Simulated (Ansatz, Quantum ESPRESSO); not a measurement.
# Mo (Im-3m): electron-phonon coupling, part 2 of 4

How strong is the electron-phonon coupling in Mo (Im-3m)?

Quantum ESPRESSO 7.5; DFT PBE, scalar-relativistic, plane waves, PseudoDojo norm-conserving pseudopotentials.

So far. Step 2 (A first look): No gap opens on this mesh, so smearing is kept; the start stands at 3.9 GPa. Step 4 (Self-consistent run for the response): The cell stands at 0.092 GPa, close enough for phonons. The relaxed cell has a = 3.159 Å (conventional setting).

### 7. Linear response on the mesh

Linear response treats each wavevector in the unit cell, with no supercell; the 4×4×4 mesh fixes the range of the force constants to be had. The change of the potential is kept for the electron-phonon matrix elements.

ph.in reads:

```
phonons
 &inputph
    prefix='x',
    outdir='./tmp',
    fildyn='x.dyn',
    tr2_ph=1.0d-18,
    alpha_mix(1)=0.4,
    nmix_ph=8,
    ldisp=.true.,
    nq1=4,
    nq2=4,
    nq3=4,
    electron_phonon='interpolated',
    fildvscf='dvscf',
    el_ph_sigma=0.005,
    el_ph_nsigma=10,
 /
```

Started as:

```bash
$ OMP_NUM_THREADS=1 mpirun -n 8 ph.x -nk 8 -in ph.in > ph.out
```

Numbers of over 12 decimals in the logs are rounded to 6 here.

What it wrote:

```text
[banners, grids, parts of the stress and lines that vanish by symmetry left out]
[banner, memory and clock lines left out]
Program PHONON v.7.5

     ./tmp/x.save/

     IMPORTANT: XC functional enforced from input :
     Exchange-correlation= PBE
                           (   1   4   3   4   0   0   0)
     Any further DFT definition will be discarded
     Please, verify this is what you really want

     G-vector sticks info

     Reading collected, re-writing distributed wavefunctions in ./tmp/

     Dynamical matrices for ( 4, 4, 4)  uniform grid of q-points
     (   8 q-points):
       N         xq(1)         xq(2)         xq(3)
       1   0.000000000   0.000000000   0.000000000
       2   0.216506351   0.216506351   0.000000000
[...]
Number and degeneracy of irreps per q-point
       N         xq(1)         xq(2)         xq(3)   N irreps
       1   0.000000000   0.000000000   0.000000000       1
        3
       2   0.216506351   0.216506351   0.000000000       3
     No degeneracy
[...]
No degeneracy
[...]
No degeneracy
[...]
3
[...]
1   2
       7  -0.866025404  -0.216506351  -0.216506351       3
     No degeneracy
       8  -0.866025404  -0.866025404  -0.866025404       1
        3

     Saving dvscf to file. Distribute only q points, not irreducible representations.

     Calculation of q =    0.0000000   0.0000000   0.0000000

     phonons

     bravais-lattice index     =            0
     lattice parameter (alat)  =       5.1698  a.u.
     unit-cell volume          =     106.3628 (a.u.)^3
     number of atoms/cell      =            1
     number of atomic types    =            1
     kinetic-energy cut-off    =      72.0000  Ry
     charge density cut-off    =     288.0000  Ry
     convergence threshold     =      1.0E-18
     beta                      =       0.4000
     number of iterations used =            8
     Exchange-correlation= PBE
                           (   1   4   3   4   0   0   0)

     celldm(1)=    5.16976  celldm(2)=    0.00000  celldm(3)=    0.00000
     celldm(4)=    0.00000  celldm(5)=    0.00000  celldm(6)=    0.00000

     crystal axes: (cart. coord. in units of alat)
               a(1) = ( -0.5774  0.5774  0.5774 )
               a(2) = (  0.5774 -0.5774  0.5774 )
               a(3) = (  0.5774  0.5774 -0.5774 )

     reciprocal axes: (cart. coord. in units 2 pi/alat)
               b(1) = ( -0.0000  0.8660  0.8660 )
               b(2) = (  0.8660 -0.0000  0.8660 )
               b(3) = (  0.8660  0.8660  0.0000 )

     Atoms inside the unit cell:

     Cartesian axes

     site n.  atom      mass           positions (alat units)
        1  Mo     95.9500   tau(    1) = (    0.00000    0.00000    0.00000  )

     Computing dynamical matrix for
                    q = (   0.0000000   0.0000000   0.0000000 )

     49 Sym.Ops. (with q -> -q+G )

     G cutoff =  194.9727  (   8685 G-vectors)     FFT grid: ( 27, 27, 27)

     number of k points=   145  Marzari-Vanderbilt smearing, width (Ry)=  0.0200

     PseudoPot. # 1 for Mo read from file:
     ./pseudo/Mo.upf
     Pseudo is Norm-conserving + core correction, Zval = 14.0

     Mode symmetry, O_h (m-3m)  point group:

     Atomic displacements:
     There are    1 irreducible representations

     Representation     1      3 modes -  To be done

     Alpha used in Ewald sum =   2.8000

     Representation #   1 modes #   1   2   3

     Self-consistent Calculation
      iter #   1   av.it.:   7.6
      thresh= 1.000E-02 alpha_mix =  0.400 |ddv_scf|^2 =  6.918E-06
      iter #   2   av.it.:  10.5
      thresh= 2.630E-04 alpha_mix =  0.400 |ddv_scf|^2 =  7.141E-07
[...]
End of self-consistent calculation

     Convergence has been achieved

     Number of q in the star =    1
     List of q in the star:
[...]
Diagonalizing the dynamical matrix

     q = (    0.000000000   0.000000000   0.000000000 )

 **************************************************************************
     freq (    1) =      -0.023040 [THz] =      -0.768530 [cm-1]
     freq (    2) =      -0.023040 [THz] =      -0.768530 [cm-1]
     freq (    3) =      -0.023040 [THz] =      -0.768530 [cm-1]
 **************************************************************************

     Mode symmetry, O_h (m-3m)  point group:

     freq (   1-   3) =         -0.8  [cm-1]   --> T_1u G_15  G_4- I
     Electron-phonon interaction  ...

     [... narrower broadenings left out ...]
     Gaussian Broadening:   0.020 Ry, ngauss=   0
     DOS =  4.446939 states/spin/Ry/Unit Cell at Ef= 21.169696 eV
     lambda(    1)=  0.0000   gamma=    0.01 GHz
     lambda(    2)=  0.0000   gamma=    0.01 GHz
     lambda(    3)=  0.0000   gamma=    0.01 GHz
     [... wider broadenings left out ...]

     Number of q in the star =    1
     List of q in the star:
[...]
Calculation of q =    0.2165064   0.2165064   0.0000000
     [... set-up and bands at k+q left out ...]

     Mode symmetry, C_2v (mm2)  point group:

     Atomic displacements:
     There are    3 irreducible representations

     Representation     1      1 modes -  To be done

[...]
Message from routine init_vloc:
     Interpolation table for Vloc re-allocated

     Alpha used in Ewald sum =   2.8000

     Representation #   1 mode #   1

     Self-consistent Calculation

[...]
[... iterations left out ...]
[...]
End of self-consistent calculation

     Convergence has been achieved

     Representation #   2 mode #   2

[...]
[... iterations left out ...]
[...]
Convergence has been achieved

[...]
Convergence has been achieved

[...]
Diagonalizing the dynamical matrix

     q = (    0.216506351   0.216506351   0.000000000 )

[...]
freq (    1) =       3.402578 [THz] =     113.497777 [cm-1]
     freq (    2) =       3.962793 [THz] =     132.184544 [cm-1]
     freq (    3) =       5.822424 [THz] =     194.215144 [cm-1]
[...]
Mode symmetry, C_2v (mm2)  point group:

     freq (   1-   1) =        113.5  [cm-1]   --> B_2  D_4  S_4
     freq (   2-   2) =        132.2  [cm-1]   --> B_1  D_3  S_3
     freq (   3-   3) =        194.2  [cm-1]   --> A_1  D_1  S_1
     Electron-phonon interaction  ...

     [... narrower broadenings left out ...]
     Gaussian Broadening:   0.020 Ry, ngauss=   0
     DOS =  4.446939 states/spin/Ry/Unit Cell at Ef= 21.169696 eV
     lambda(    1)=  0.0929   gamma=    4.57 GHz
     lambda(    2)=  0.0854   gamma=    5.70 GHz
     lambda(    3)=  0.1042   gamma=   15.00 GHz
     [... wider broadenings left out ...]

[...]
[... set-up and bands at k+q left out ...]

     Mode symmetry, D_2h (mmm)  point group:

[...]
Convergence has been achieved

[...]
Convergence has been achieved

[...]
Convergence has been achieved

[...]
q = (   -0.433012702  -0.433012702   0.000000000 )

[...]
freq (    1) =       4.371308 [THz] =     145.811142 [cm-1]
     freq (    2) =       5.838174 [THz] =     194.740524 [cm-1]
     freq (    3) =       7.840428 [THz] =     261.528514 [cm-1]
[...]
Mode symmetry, D_2h (mmm)  point group:

     freq (   1-   1) =        145.8  [cm-1]   --> B_1u
     freq (   2-   2) =        194.7  [cm-1]   --> B_2u
     freq (   3-   3) =        261.5  [cm-1]   --> B_3u
[...]
lambda(    1)=  0.7754   gamma=   62.92 GHz
     lambda(    2)=  0.0631   gamma=    9.13 GHz
     lambda(    3)=  0.1124   gamma=   29.34 GHz
[...]
Mode symmetry, C_s (m)     point group:

[...]
Convergence has been achieved

[...]
Convergence has been achieved

[...]
Convergence has been achieved

[...]
q = (    0.433012702   0.216506351   0.216506351 )

[...]
freq (    1) =       5.564541 [THz] =     185.613100 [cm-1]
     freq (    2) =       5.946080 [THz] =     198.339869 [cm-1]
     freq (    3) =       7.046680 [THz] =     235.051945 [cm-1]
[...]
Mode symmetry, C_s (m)     point group:

     freq (   1-   1) =        185.6  [cm-1]   --> A'
     freq (   2-   2) =        198.3  [cm-1]   --> A''
     freq (   3-   3) =        235.1  [cm-1]   --> A'
[...]
lambda(    1)=  0.1192   gamma=   15.67 GHz
     lambda(    2)=  0.0844   gamma=   12.67 GHz
     lambda(    3)=  0.0765   gamma=   16.13 GHz
[...]
Mode symmetry, T_d (-43m)  point group:

[...]
Representation #   1 modes #   1   2   3

[...]
Convergence has been achieved

[...]
q = (    0.433012702   0.433012702   0.433012702 )

[...]
freq (    1) =       6.202391 [THz] =     206.889481 [cm-1]
     freq (    2) =       6.202391 [THz] =     206.889481 [cm-1]
     freq (    3) =       6.202391 [THz] =     206.889481 [cm-1]
[...]
Mode symmetry, T_d (-43m)  point group:

     freq (   1-   3) =        206.9  [cm-1]   --> T_2  G_15 P_4
[...]
lambda(    1)=  0.1982   gamma=   32.38 GHz
     lambda(    2)=  0.1999   gamma=   32.66 GHz
     lambda(    3)=  0.1999   gamma=   32.66 GHz
[...]
Mode symmetry, C_4v (4mm)  point group:

[...]
Convergence has been achieved

     Representation #   2 modes #   2   3

[...]
Convergence has been achieved

[...]
q = (    0.000000000   0.000000000   0.433012702 )

[...]
freq (    1) =       4.386309 [THz] =     146.311525 [cm-1]
     freq (    2) =       4.386309 [THz] =     146.311525 [cm-1]
     freq (    3) =       7.145532 [THz] =     238.349287 [cm-1]
[...]
Mode symmetry, C_4v (4mm)  point group:

     freq (   1-   2) =        146.3  [cm-1]   --> E    G_5 D_5
     freq (   3-   3) =        238.3  [cm-1]   --> A_1  G_1 D_1
[...]
lambda(    1)=  0.2259   gamma=   18.45 GHz
     lambda(    2)=  0.2259   gamma=   18.45 GHz
     lambda(    3)=  0.1555   gamma=   33.71 GHz
[...]
Calculation of q =   -0.8660254  -0.2165064  -0.2165064
     [... set-up and bands at k+q left out ...]

     Mode symmetry, C_2v (mm2)  point group:

     Atomic displacements:
     There are    3 irreducible representations

[...]
Representation     3      1 modes -  To be done

     Alpha used in Ewald sum =   2.8000

[...]
Convergence has been achieved

     Representation #   2 mode #   2

[...]
Convergence has been achieved

     Representation #   3 mode #   3

     Self-consistent Calculation

[...]
[... iterations left out ...]
[...]
End of self-consistent calculation

     Convergence has been achieved

[...]
Diagonalizing the dynamical matrix

     q = (   -0.866025404  -0.216506351  -0.216506351 )

[...]
freq (    1) =       5.190211 [THz] =     173.126802 [cm-1]
     freq (    2) =       6.561792 [THz] =     218.877832 [cm-1]
     freq (    3) =       7.017240 [THz] =     234.069925 [cm-1]
[...]
Mode symmetry, C_2v (mm2)  point group:

     freq (   1-   1) =        173.1  [cm-1]   --> B_1  D_3  S_3
     freq (   2-   2) =        218.9  [cm-1]   --> A_1  D_1  S_1
     freq (   3-   3) =        234.1  [cm-1]   --> B_2  D_4  S_4
     Electron-phonon interaction  ...

     [... narrower broadenings left out ...]
     Gaussian Broadening:   0.020 Ry, ngauss=   0
     DOS =  4.446939 states/spin/Ry/Unit Cell at Ef= 21.169696 eV
     lambda(    1)=  0.4739   gamma=   54.21 GHz
     lambda(    2)=  0.2014   gamma=   36.83 GHz
     lambda(    3)=  0.1767   gamma=   36.95 GHz
     [... wider broadenings left out ...]

[...]
Calculation of q =   -0.8660254  -0.8660254  -0.8660254
     [... set-up and bands at k+q left out ...]

     Mode symmetry, O_h (m-3m)  point group:

     Atomic displacements:
     There are    1 irreducible representations

     Representation     1      3 modes -  To be done

     Message from routine init_vloc:
     Interpolation table for Vloc re-allocated

     Alpha used in Ewald sum =   2.8000

     Representation #   1 modes #   1   2   3

     Self-consistent Calculation

      iter #   1   av.it.:   8.3
      thresh= 1.000E-02 alpha_mix =  0.400 |ddv_scf|^2 =  4.157E-05

      [... iterations left out ...]
      iter #   9   av.it.:  11.2
      thresh= 1.050E-09 alpha_mix =  0.400 |ddv_scf|^2 =  5.169E-19

     End of self-consistent calculation

     Convergence has been achieved

     Number of q in the star =    1
     List of q in the star:
          1  -0.866025404  -0.866025404  -0.866025404

     Diagonalizing the dynamical matrix

     q = (   -0.866025404  -0.866025404  -0.866025404 )

 **************************************************************************
     freq (    1) =       5.457330 [THz] =     182.036924 [cm-1]
     freq (    2) =       5.457330 [THz] =     182.036924 [cm-1]
     freq (    3) =       5.457330 [THz] =     182.036924 [cm-1]
 **************************************************************************

     Mode symmetry, O_h (m-3m)  point group:

     freq (   1-   3) =        182.0  [cm-1]   --> T_1u G_15  G_4-
     Electron-phonon interaction  ...

     [... narrower broadenings left out ...]
     Gaussian Broadening:   0.020 Ry, ngauss=   0
     DOS =  4.446939 states/spin/Ry/Unit Cell at Ef= 21.169696 eV
     lambda(    1)=  0.9222   gamma=  116.63 GHz
     lambda(    2)=  0.9387   gamma=  118.72 GHz
     lambda(    3)=  0.9334   gamma=  118.05 GHz
     [... wider broadenings left out ...]

     Number of q in the star =    1
     List of q in the star:
          1  -0.866025404  -0.866025404  -0.866025404


[key lines of the parts left out:]
the Fermi energy is    21.1646 ev
```

Wall time 35 min (8 MPI ranks of Intel Xeon at 2.70GHz, shared host).

Numbers from this step:

- largest acoustic frequency at the zone centre before the sum rule: -0.77 cm⁻¹
- lowest mode on the q mesh (acoustic ones at the zone centre apart): 113.5 cm⁻¹

Frequencies (cm⁻¹) at each irreducible wavevector; negative means imaginary. Frequencies by wavevector:

```csv
q (fractions),star,mode 1,mode 2,mode 3
0 0 0,1,-0.77,-0.77,-0.77
0 0 0.25,12,113.5,132.2,194.2
0 0 -0.5,6,145.8,194.7,261.5
0 0.25 0.25,24,185.6,198.3,235.1
0.25 0.25 0.25,2,206.9,206.9,206.9
0.25 0.25 -0.25,6,146.3,146.3,238.3
0.25 -0.5 -0.5,12,173.1,218.9,234.1
-0.5 -0.5 -0.5,1,182,182,182
```

Couplings of single modes at a Gaussian broadening of 0.02 Ry, as ph.x prints them; it sets λ to zero for modes under 20 cm⁻¹. Mode couplings:

```csv
q (fractions),mode,frequency (cm⁻¹),λ,linewidth γ (GHz)
0 0 0.25,1,113.5,0.0929,4.57
0 0 0.25,2,132.2,0.0854,5.7
0 0 0.25,3,194.2,0.1042,15
0 0 -0.5,1,145.8,0.7754,62.92
0 0 -0.5,2,194.7,0.0631,9.13
0 0 -0.5,3,261.5,0.1124,29.34
0 0.25 0.25,1,185.6,0.1192,15.67
0 0.25 0.25,2,198.3,0.0844,12.67
0 0.25 0.25,3,235.1,0.0765,16.13
0.25 0.25 0.25,1,206.9,0.1982,32.38
0.25 0.25 0.25,2,206.9,0.1999,32.66
0.25 0.25 0.25,3,206.9,0.1999,32.66
0.25 0.25 -0.25,1,146.3,0.2259,18.45
0.25 0.25 -0.25,2,146.3,0.2259,18.45
0.25 0.25 -0.25,3,238.3,0.1555,33.71
0.25 -0.5 -0.5,1,173.1,0.4739,54.21
0.25 -0.5 -0.5,2,218.9,0.2014,36.83
0.25 -0.5 -0.5,3,234.1,0.1767,36.95
-0.5 -0.5 -0.5,1,182,0.9222,116.6
-0.5 -0.5 -0.5,2,182,0.9387,118.7
-0.5 -0.5 -0.5,3,182,0.9334,118
```

The acoustic modes at Γ come out as far as 0.8 cm⁻¹ from zero, where they should vanish, a small numerical error.

### 8. Force constants in real space

The dynamical matrices of the mesh are Fourier-transformed to force constants in real space.

q2r.in reads:

```
 &input
    fildyn='x.dyn',
    zasr='crystal',
    flfrc='x.fc',
    la2F=.true.,
 /
```

Started as:

```bash
$ q2r.x < q2r.in > q2r.out
```

What it wrote:

```text
[banners, grids, parts of the stress and lines that vanish by symmetry left out]
[banner, memory and clock lines left out]
Program Q2R v.7.5

  reading grid info from file x.dyn0

  reading force constants from file x.dyn1
  Dielectric Tensor not found
  nqs=            1
 q=   0.00000000  0.00000000  0.00000000
  reading force constants from file x.dyn2
  nqs=           12
 q=   0.21650635  0.21650635  0.00000000
[...]
reading force constants from file x.dyn7
  nqs=           12
[...]
q=  -0.21650635  0.21650635  0.86602540
  reading force constants from file x.dyn8
  nqs=            1
 q=  -0.86602540 -0.86602540 -0.86602540

      q-space grid ok, #points =   64

      fft-check success (sum of imaginary terms < 10^-12)

   Preparing gamma for a2F

 Broadening =      0.005
      q-space grid ok, #points =   64

      fft-check success (sum of imaginary terms < 10^-12)

 Broadening =      0.010
[...]
Broadening =      0.045
      q-space grid ok, #points =   64

      fft-check success (sum of imaginary terms < 10^-12)

 Broadening =      0.050
      q-space grid ok, #points =   64

      fft-check success (sum of imaginary terms < 10^-12)
```

Elapsed: 0.78 s, on 1 thread.

### 9. Interpolated phonon bands

From the force constants any wavevector is cheap; points of the mesh come back as solved, but for the sum rule and, in polar crystals, the LO-TO term at Γ; the rest is interpolation.

matdyn.in reads:

```
 &input
    asr='crystal',
    flfrc='x.fc',
    flfrq='x.freq',
    flvec='x.modes',
    q_in_band_form=.true.,
    q_in_cryst_coord=.true.,
 /
8
  0.0000000   0.0000000   0.0000000  12  ! GAMMA
  0.5000000  -0.5000000   0.5000000  12  ! H
  0.0000000   0.0000000   0.5000000  12  ! N
  0.0000000   0.0000000   0.0000000  12  ! GAMMA
  0.2500000   0.2500000   0.2500000  12  ! P
  0.5000000  -0.5000000   0.5000000   1  ! H
  0.2500000   0.2500000   0.2500000  12  ! P
  0.0000000   0.0000000   0.5000000   1  ! N
```

Started as:

```bash
$ matdyn.x -in matdyn.in > matdyn.out
```

What it wrote:

```text
[banner, memory and clock lines left out]
Program MATDYN v.7.5

 mass for atomic type   1 not given; uses mass from file x.fc
 Norm of the difference between old and new effective charges:    0.000000

 Norm of the difference between old and new force-constants:   9.28812e-07

     Message from routine matdyn:
     Z* not found in file x.fc, TO-LO splitting at q=0 will be absent!
     Message from routine matdyn:
     Z* not found in file x.fc, TO-LO splitting at q=0 will be absent!

Note: The following floating-point exceptions are signalling: IEEE_UNDERFLOW_FLAG
```

Wall time 0.69 s (1 thread).

Read from the output:

```yaml
lowest_frequency_on_the_path: 0 cm⁻¹
mean_frequency: 189.5 cm⁻¹
debye_temperature_second_moment: 360 K
logarithmic_mean_frequency: 183.8 cm⁻¹
```

Matdyn.x, sum rule crystal. The phonon branches at the labelled points (cm⁻¹):

```csv
point,branch 1,branch 2,branch 3
Γ,0,0,0
halfway,146,146,238
H,182,182,182
halfway,173,219,234
N,146,195,262
halfway,114,132,194
Γ,0,0,0
halfway,162,162,200
P,207,207,207
halfway,209,224,224
H,182,182,182
jump to P,207,207,207
halfway,188,202,238
N,146,195,262
```

The phonon branches as a text plot (rows in cm⁻¹):

```
    256 |                  ****                                **
    245 |       **        *    *                              *
    234 |      *  *      *      *                            *
    223 |               **                         ***      *
    212 |     *    *    * **                **** **  ***   *
    202 |              *    *              * ********  **  *****
    191 |    *      * *      **  *                       *   *  *
    180 |         *******      *          * *             *   *
    169 |        *       *      * *
    158 |       *         **             * *                   *
    147 |   *  *            ***                                 *
    136 |                      *** *      *
    125 |     *                         *
    114 |    *                   **      *
    104 |  *                      *
     93 |                          *   *
     82 |   *                      *    *
     71 |                           *
     60 |  *                           *
     49 | *                         *
     38 |                           **
     27 | *                          *
     16 |                            *
      5 |*                            *
         Γ           H       N        Γ         P        H|P    N
```

Lowest modes at the softest wavevector of the mesh; phase exp(i q.(R + tau)). Modes at q = (0.250, -0.250, 0.000):

| mode | frequency (cm⁻¹) |
| --- | --- |
| 1 | 113.5 |
| 2 | 132.2 |
| 3 | 194.2 |

Displacements in mode 1 (113.5 cm⁻¹), the largest set to 1, in the home cell:
```
Mo1 0.00 0.00 1.00
```

Displacements in mode 2 (132.2 cm⁻¹), the largest set to 1, in the home cell:
```
Mo1 1.00 1.00 0.00
```

Force constants by pair (phonopy on the run's constants); pairs near half the supercell's span include their periodic images. Pair force constants, by row:

```
atom  neighbour  distance (Å)  third of the trace (eV/Å²)  along the pair's line (eV/Å²)
 Mo1     itself             0                       13.28                              –
 Mo1         Mo         2.736                     -0.8949                         -1.986
 Mo1         Mo         3.159                     -0.8135                         -2.741
 Mo1         Mo         4.467                     -0.1804                        -0.3118
 Mo1         Mo         5.239                      0.0547                         0.1297
 Mo1         Mo         5.471                       0.019                        -0.3592
 Mo1         Mo         6.318                     -0.2129                        -0.4588
 Mo1         Mo         7.064                      0.0295                         0.0397
```

Harmonic mean-square displacement, third of the trace. Mean-square displacements:

```csv
T (K),Mo1 U_eq (Å²)
0,0.001
100,0.00128
300,0.00286
600,0.00551
```

Mode patterns, pair constants, displacements and means over the zone were worked out by phonopy from the force constants of q2r.x.

All branches are real along the path.

(Continued in part 3 of 4.)

[Host names and launcher messages were left out of these logs when they were recorded.]

[Logs are printed without paths, hosts, clocks, repeated set-up lines and the standing remarks that a program may print on its own settings, such as how far it seeks lower states.]

[Hosts, paths, dates, database ids (printed as entryN), source tags and the programs' standing remarks are cut or masked in the printed files.]
